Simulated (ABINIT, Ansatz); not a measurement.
# RbCdH3 (Pm-3m): zone-centre phonons, part 2 of 5

Wanted: the vibrations of RbCdH3 (Pm-3m) at Γ, by two programs.

ABINIT 10.8.3; DFT PBE, scalar-relativistic, plane waves, PseudoDojo norm-conserving pseudopotentials.

So far. Step 2 (Relaxation): The volume changes by +0.2 % from the cell with which this run began. Step 3 (Ground state): The cell stands at -0.23 GPa: the relaxation ran with a smoothed and higher cutoff, and the difference is a stress of the finite basis. The relaxed cell has a = 4.214 Å (conventional setting).

The structure was built from a prototype and need not be the compound's stable phase.

## Step 4: Linear response at Γ

At q = 0 one unit cell holds all displacements. The response is solved for single atoms along the cell's directions, and symmetry skips those that follow from others. The crystal is treated as a metal, which screens a static field, so no field response is asked.

Input file dfpt_gamma.abi:

```

# common to the responses
getwfk_filepath "gso_WFK"
kptopt 2
nqpt 1
qpt 0.0 0.0 0.0
asr 0
chneut 0

# displacements
rfphon 1
rfatpol 1 5
rfdir 1 1 1
tolvrs 1.0d-10
prtwf 0

# basis, mesh and filling
ecut 47.0
ngkpt 6 6 6
nshiftk 1
shiftk 0.0 0.0 0.0
istwfk *1
occopt 3
tsmear 0.01
nband 24
nstep 100
diemac 1000000.0
prtebands 0
prtgsr 0
useylm 1

# cell and atoms
acell 7.963321301 7.963321301 7.963321301
rprim 
    1.0 0.0 0.0
    0.0 1.0 0.0
    0.0 0.0 1.0
ntypat 3
znucl 37 48 1
natom 5
typat 1 2 3 3 3
xred 
    0.0 0.0 0.0
    0.5 0.5 0.5
    0.5 0.5 0.0
    0.5 0.0 0.5
    0.0 0.5 0.5
pp_dirpath "./pseudo"
pseudos "Rb.upf, Cd.upf, H.upf"
```

Command:

```console
> OMP_NUM_THREADS=1 mpirun -n 4 abinit dfpt_gamma.abi > dfpt_gamma.log
```

Numbers of over 12 decimals in the logs are rounded to 6 here.

dfpt_gamma.abo, the main output file:

```text
[banners, grids, parts of the stress and lines that vanish by symmetry left out]
- input  file    -> dfpt_gamma.abi
- output file    -> dfpt_gamma.abo
- root for input  files -> dfpt_gammai
- root for output files -> dfpt_gammao

 Symmetries : space group Pm -3 m (#221); Bravais cP (primitive cubic)
================================================================================
 Values of the parameters that define the memory need of the present run (RF).
     intxc =       0      iscf =       7    lmnmax =      25     lnmax =       7
     mgfft =      50  mpssoang =       4    mqgrid =    3001     natom =       5
  nloc_mem =       1    nspden =       1   nspinor =       1    nsppol =       1
      nsym =      48    n1xccc =    2501    ntypat =       3    occopt =       3
   xclevel =       2
-    mband =          24        mffmem =           1         mkmem =          28
-   mkqmem =          28        mk1mem =          28           mpw =        7809
      nfft =      125000          nkpt =         112
- my_mband =          24
================================================================================
================================================================================

--------------------------------------------------------------------------------
------------- Echo of variables that govern the present computation ------------
--------------------------------------------------------------------------------
-
- outvars: echo of selected default values
-   iomode0 =  0 , fftalg0 =312 , wfoptalg0 =  0
-
- outvars: echo of global parameters not present in the input file
-  max_nthreads =    1
-
 -outvars: echo values of preprocessed input variables
 [... echo left out ...]
================================================================================

 chkinp: Checking input parameters for consistency.

[...]
== DATASET  1 ==================================================================
-   mpi_nproc: 4, omp_nthreads: 1 (-1 if OMP is not activated)

--- !DatasetInfo
iteration_state: {dtset: 1, }
dimensions: {natom: 5, nkpt: 112, mband: 24, nsppol: 1, nspinor: 1, nspden: 1, mpw: 7809, }
cutoff_energies: {ecut:  47.0, pawecutdg:  -1.0, }
electrons: {nelect:   3.20000000E+01, charge:   0.00000000E+00, occopt:   3.00000000E+00, tsmear:   1.00000000E-02, }
meta: {optdriver: 1, rfphon: 1, }
...

 mkfilename: getwfk from: gso_WFK

 Real(R)+Recip(G) space primitive vectors, cartesian coordinates (Bohr,Bohr^-1):
 R(1)=  7.9633213  0.0000000  0.0000000  G(1)=  0.1255757  0.0000000  0.0000000
 R(2)=  0.0000000  7.9633213  0.0000000  G(2)=  0.0000000  0.1255757  0.0000000
 R(3)=  0.0000000  0.0000000  7.9633213  G(3)=  0.0000000  0.0000000  0.1255757
 Unit cell volume ucvol=  5.0498993E+02 bohr^3
 Angles (23,13,12)=  9.00000000E+01  9.00000000E+01  9.00000000E+01 degrees
 setup1 : take into account q-point for computing boxcut.

 getcut: wavevector=  0.0000  0.0000  0.0000  ngfft=  50  50  50
         ecut(hartree)=     47.000   => boxcut(ratio)=   2.03452

--- Pseudopotential description ------------------------------------------------
- pspini: atom type   1  psp file is ./pseudo/Rb.upf

- pspini: atom type   2  psp file is ./pseudo/Cd.upf

- pspini: atom type   3  psp file is ./pseudo/H.upf

   1.86096843E+03                                ecore*ucvol(ha*bohr**3)
--------------------------------------------------------------------------------

 ==>  initialize data related to q vector <==

 The list of irreducible perturbations for this q vector is:
    1)    idir= 1    ipert=   1
    2)    idir= 1    ipert=   2
    3)    idir= 1    ipert=   3
    4)    idir= 3    ipert=   3

[...]
The perturbation idir=   2  ipert=   1 is
 symmetric of a previously calculated perturbation.
 So, its SCF calculation is not needed.

 The perturbation idir=   3  ipert=   1 is
 symmetric of a previously calculated perturbation.
 So, its SCF calculation is not needed.

 The perturbation idir=   2  ipert=   2 is
 symmetric of a previously calculated perturbation.
 So, its SCF calculation is not needed.

 The perturbation idir=   3  ipert=   2 is
 symmetric of a previously calculated perturbation.
 So, its SCF calculation is not needed.

[...]
The perturbation idir=   2  ipert=   5 is
 symmetric of a previously calculated perturbation.
 So, its SCF calculation is not needed.

 The perturbation idir=   3  ipert=   5 is
 symmetric of a previously calculated perturbation.
 So, its SCF calculation is not needed.

--------------------------------------------------------------------------------
 Perturbation wavevector (in red.coord.)   0.000000  0.000000  0.000000
 Perturbation : displacement of atom   1   along direction   1
 Found     8 symmetries that leave the perturbation invariant.

[...]
dfpt_looppert : total number of electrons, from k and k+q
  fully or partially occupied states are    3.200000E+01 and    3.200000E+01.
 Initialisation of the first-order wave-functions :
  ireadwf=   0

--- !BeginCycle
iteration_state: {dtset: 1, }
solver: {iscf: 7, nstep: 100, nline: 4, wfoptalg: 0, }
tolerances: {tolvrs: 1.00E-10, }
...

     iter   2DEtotal(Ha)        deltaE(Ha) residm    vres2
-ETOT  1   2.119716     -1.159E+03 3.903E+00 3.245E+02
 ETOT  2   1.507223     -6.125E-01 5.985E-01 6.145E+01
 ETOT  3   1.494896     -1.233E-02 7.564E-01 5.787E+00
 ETOT  4   1.494351     -5.449E-04 1.107E-01 1.512E-01
 ETOT  5   1.494331     -2.004E-05 3.132E-01 4.591E-02
[...]
At SCF step   11       vres2   =  3.57E-11 < tolvrs=  1.00E-10 =>converged.
[...]
Mean square residual over all n,k,spin=   59.097E-06; max=  52.004E-03

 Thirteen components of 2nd-order total energy (hartree) are
 1,2,3: 0th-order hamiltonian combined with 1st-order wavefunctions
     kin0=   7.75396495E+02 eigvalue=   9.52371735E+01  local=  -3.63293535E+02
 4,5,6: 1st-order hamiltonian combined with 1st and 0th-order wfs
 loc psp =  -9.13718181E+02  Hartree=   3.24578705E+02     xc=  -9.53115580E+01
 note that "loc psp" includes a xc core correction that could be resolved
 7,8,9: eventually, occupation + non-local contributions
    edocc=   1.17845841E+02     enl0=   3.04705811E+02   enl1=  -1.40459969E+03
 1-9 gives the relaxation energy (to be shifted if some occ is /=2.0)
   erelax=  -1.15915893E+03
 10,11,12 Non-relaxation  contributions : frozen-wavefunctions and Ewald
 fr.local=   3.70946712E+02 fr.nonlo=   7.03966195E+02  Ewald=   1.08884163E+02
 13,14 Frozen wf xc core corrections (1) and (2)
 frxc 1  =  -1.71430083E+02  frxc 2 =   1.48286272E+02
 Resulting in :
 2DEtotal=    0.1494324497E+01 Ha. Also 2DEtotal=    0.406626410688E+02 eV
    (2DErelax=   -1.1591589341E+03 Ha. 2DEnonrelax=    1.1606532586E+03 Ha)
    (  non-var. 2DEtotal :    1.4943249747E+00 Ha)

[...]
Perturbation wavevector (in red.coord.)   0.000000  0.000000  0.000000
 Perturbation : displacement of atom   2   along direction   1
 Found     8 symmetries that leave the perturbation invariant.

[...]
dfpt_looppert : total number of electrons, from k and k+q
  fully or partially occupied states are    3.200000E+01 and    3.200000E+01.
 Initialisation of the first-order wave-functions :
  ireadwf=   0

--- !BeginCycle
iteration_state: {dtset: 1, }
solver: {iscf: 7, nstep: 100, nline: 4, wfoptalg: 0, }
tolerances: {tolvrs: 1.00E-10, }
...

     iter   2DEtotal(Ha)        deltaE(Ha) residm    vres2
-ETOT  1   13.364039696813     -2.278E+04 2.066E+02 8.832E+02
[...]
At SCF step   12       vres2   =  7.33E-12 < tolvrs=  1.00E-10 =>converged.
[...]
Mean square residual over all n,k,spin=   10.000E-09; max=  81.549E-07

 Thirteen components of 2nd-order total energy (hartree) are
 1,2,3: 0th-order hamiltonian combined with 1st-order wavefunctions
     kin0=   2.16821193E+04 eigvalue=   1.65106422E+03  local=  -1.46160961E+04
 4,5,6: 1st-order hamiltonian combined with 1st and 0th-order wfs
 loc psp =  -2.04160505E+04  Hartree=   5.99557460E+03     xc=  -8.87002351E+02
 note that "loc psp" includes a xc core correction that could be resolved
 7,8,9: eventually, occupation + non-local contributions
    edocc=   1.53212313E+02     enl0=   8.81682814E+03   enl1=  -2.51753499E+04
 1-9 gives the relaxation energy (to be shifted if some occ is /=2.0)
   erelax=  -2.27957002E+04
 10,11,12 Non-relaxation  contributions : frozen-wavefunctions and Ewald
 fr.local=   1.03032524E+04 fr.nonlo=   1.26070057E+04  Ewald=   1.26242508E+02
 13,14 Frozen wf xc core corrections (1) and (2)
 frxc 1  =  -1.34492771E+03  frxc 2 =   1.10514421E+03
 Resulting in :
 2DEtotal=    0.1016902162E+01 Ha. Also 2DEtotal=    0.276713174931E+02 eV
    (2DErelax=   -2.2795700162E+04 Ha. 2DEnonrelax=    2.2796717064E+04 Ha)
    (  non-var. 2DEtotal :    1.0169034031E+00 Ha)

[...]
Perturbation wavevector (in red.coord.)   0.000000  0.000000  0.000000
 Perturbation : displacement of atom   3   along direction   1
 Found     4 symmetries that leave the perturbation invariant.

[...]
dfpt_looppert : total number of electrons, from k and k+q
  fully or partially occupied states are    3.200000E+01 and    3.200000E+01.
 Initialisation of the first-order wave-functions :
  ireadwf=   0

--- !BeginCycle
iteration_state: {dtset: 1, }
solver: {iscf: 7, nstep: 100, nline: 4, wfoptalg: 0, }
tolerances: {tolvrs: 1.00E-10, }
...

     iter   2DEtotal(Ha)        deltaE(Ha) residm    vres2
-ETOT  1   1.063753     -6.275E+01 1.734E+00 1.060E+03
[...]
At SCF step   12       vres2   =  3.15E-12 < tolvrs=  1.00E-10 =>converged.
[...]
Mean square residual over all n,k,spin=   39.876E-08; max=  54.851E-05

 Thirteen components of 2nd-order total energy (hartree) are
 1,2,3: 0th-order hamiltonian combined with 1st-order wavefunctions
     kin0=   6.88164036E+01 eigvalue=  -4.66765469E-01  local=  -1.40096965E+01
 4,5,6: 1st-order hamiltonian combined with 1st and 0th-order wfs
 loc psp =  -8.99479217E+01  Hartree=   1.45992320E+01     xc=  -1.01297358E+01
 note that "loc psp" includes a xc core correction that could be resolved
 7,8,9: eventually, occupation + non-local contributions
    edocc=   5.00974690E+00     enl0=  -9.15514193E-01   enl1=  -3.58594195E+01
 1-9 gives the relaxation energy (to be shifted if some occ is /=2.0)
   erelax=  -6.29036706E+01
 10,11,12 Non-relaxation  contributions : frozen-wavefunctions and Ewald
 fr.local=   6.28153079E+01 fr.nonlo=   1.81149376E+01  Ewald=  -1.71155955E+01
 13,14 Frozen wf xc core corrections (1) and (2)
 frxc 1  =   0.00000000E+00  frxc 2 =   0.00000000E+00
 Resulting in :
 2DEtotal=    0.9109793248E+00 Ha. Also 2DEtotal=    0.247890102683E+02 eV
    (2DErelax=   -6.2903670636E+01 Ha. 2DEnonrelax=    6.3814649961E+01 Ha)
    (  non-var. 2DEtotal :    9.1097937220E-01 Ha)

[...]
Perturbation wavevector (in red.coord.)   0.000000  0.000000  0.000000
 Perturbation : displacement of atom   3   along direction   3
 Found     8 symmetries that leave the perturbation invariant.

--------------------------------------------------------------------------------

--------------------------------------------------------------------------------

 dfpt_looppert : total number of electrons, from k and k+q
  fully or partially occupied states are    3.200000E+01 and    3.200000E+01.
 Initialisation of the first-order wave-functions :
  ireadwf=   0

--- !BeginCycle
iteration_state: {dtset: 1, }
solver: {iscf: 7, nstep: 100, nline: 4, wfoptalg: 0, }
tolerances: {tolvrs: 1.00E-10, }
...

     iter   2DEtotal(Ha)        deltaE(Ha) residm    vres2
-ETOT  1   2.307953     -6.420E+01 2.537E+00 3.381E+03
[...]
ETOT 10   1.636537     -2.643E-11 8.273E-05 4.427E-10
 ETOT 11   1.636537     -2.913E-12 1.333E-04 1.699E-11

 At SCF step   11       vres2   =  1.70E-11 < tolvrs=  1.00E-10 =>converged.
[...]
Mean square residual over all n,k,spin=   17.577E-08; max=  13.331E-05

 Thirteen components of 2nd-order total energy (hartree) are
 1,2,3: 0th-order hamiltonian combined with 1st-order wavefunctions
     kin0=   7.14344919E+01 eigvalue=  -3.68647449E-01  local=  -1.70593567E+01
 4,5,6: 1st-order hamiltonian combined with 1st and 0th-order wfs
 loc psp =  -9.33417525E+01  Hartree=   1.60172851E+01     xc=  -1.03253042E+01
 note that "loc psp" includes a xc core correction that could be resolved
 7,8,9: eventually, occupation + non-local contributions
    edocc=   6.01608099E+00     enl0=  -8.43986411E-01   enl1=  -3.63993740E+01
 1-9 gives the relaxation energy (to be shifted if some occ is /=2.0)
   erelax=  -6.48705633E+01
 10,11,12 Non-relaxation  contributions : frozen-wavefunctions and Ewald
 fr.local=  -3.39297001E+01 fr.nonlo=   1.72866374E+01  Ewald=   8.31501627E+01
 13,14 Frozen wf xc core corrections (1) and (2)
 frxc 1  =   0.00000000E+00  frxc 2 =   0.00000000E+00
 Resulting in :
 2DEtotal=    0.1636536754E+01 Ha. Also 2DEtotal=    0.445324337291E+02 eV
    (2DErelax=   -6.4870563281E+01 Ha. 2DEnonrelax=    6.6507100035E+01 Ha)
    (  non-var. 2DEtotal :    1.6365367985E+00 Ha)

[...]
---- first-order wavefunction calculations are completed ----

 ==> Compute Derivative Database <==

 [... matrices left out ...]
  Phonon wavevector (reduced coordinates) :  0.00000  0.00000  0.00000
 Phonon energies in Hartree :
  -2.610514E-05 -2.610514E-05 -2.610514E-05  4.070335E-04  4.070335E-04
   4.070335E-04  1.834553E-03  1.834553E-03  1.834553E-03  2.754883E-03
   2.754883E-03  2.754883E-03  4.335007E-03  4.335007E-03  4.335007E-03
 Phonon frequencies in cm-1    :
- -5.729416E+00 -5.729416E+00 -5.729416E+00  8.933353E+01  8.933353E+01
-  8.933353E+01  4.026379E+02  4.026379E+02  4.026379E+02  6.046269E+02
-  6.046269E+02  6.046269E+02  9.514240E+02  9.514240E+02  9.514240E+02

== END DATASET(S) ==============================================================
================================================================================

 -outvars: echo values of variables after computation
            acell      7.9633213010E+00  7.9633213010E+00  7.9633213010E+00 Bohr
           etotal      1.6365367544E+00
            fcart      0.0000000000E+00  0.0000000000E+00  0.0000000000E+00
           strten      0.0000000000E+00  0.0000000000E+00  0.0000000000E+00
================================================================================
```

The job ended after 5.7 min (4 MPI ranks of Arm Neoverse V1, shared host; 23 min of CPU time).

Read from the output:

| Quantity | Value |
| --- | --- |
| largest acoustic frequency at the zone centre before the sum rule | -5.73 cm⁻¹ |
| highest optical zone-centre mode (no LO-TO term) | 951.4 cm⁻¹ |
| lowest optical zone-centre mode | 89.33 cm⁻¹ |

The acoustic modes at Γ come out as far as 5.7 cm⁻¹ from zero, where they should vanish, a small numerical error.

[end of part 2 of 5]

[Host names and launcher messages were left out of these logs when they were recorded.]

[Logs are printed without paths, hosts, clocks, repeated set-up lines and the standing remarks that a program may print on its own settings, such as how far it seeks lower states.]

[Hosts, paths, dates, database ids (printed as entryN), source tags and the programs' standing remarks are cut or masked in the printed files.]
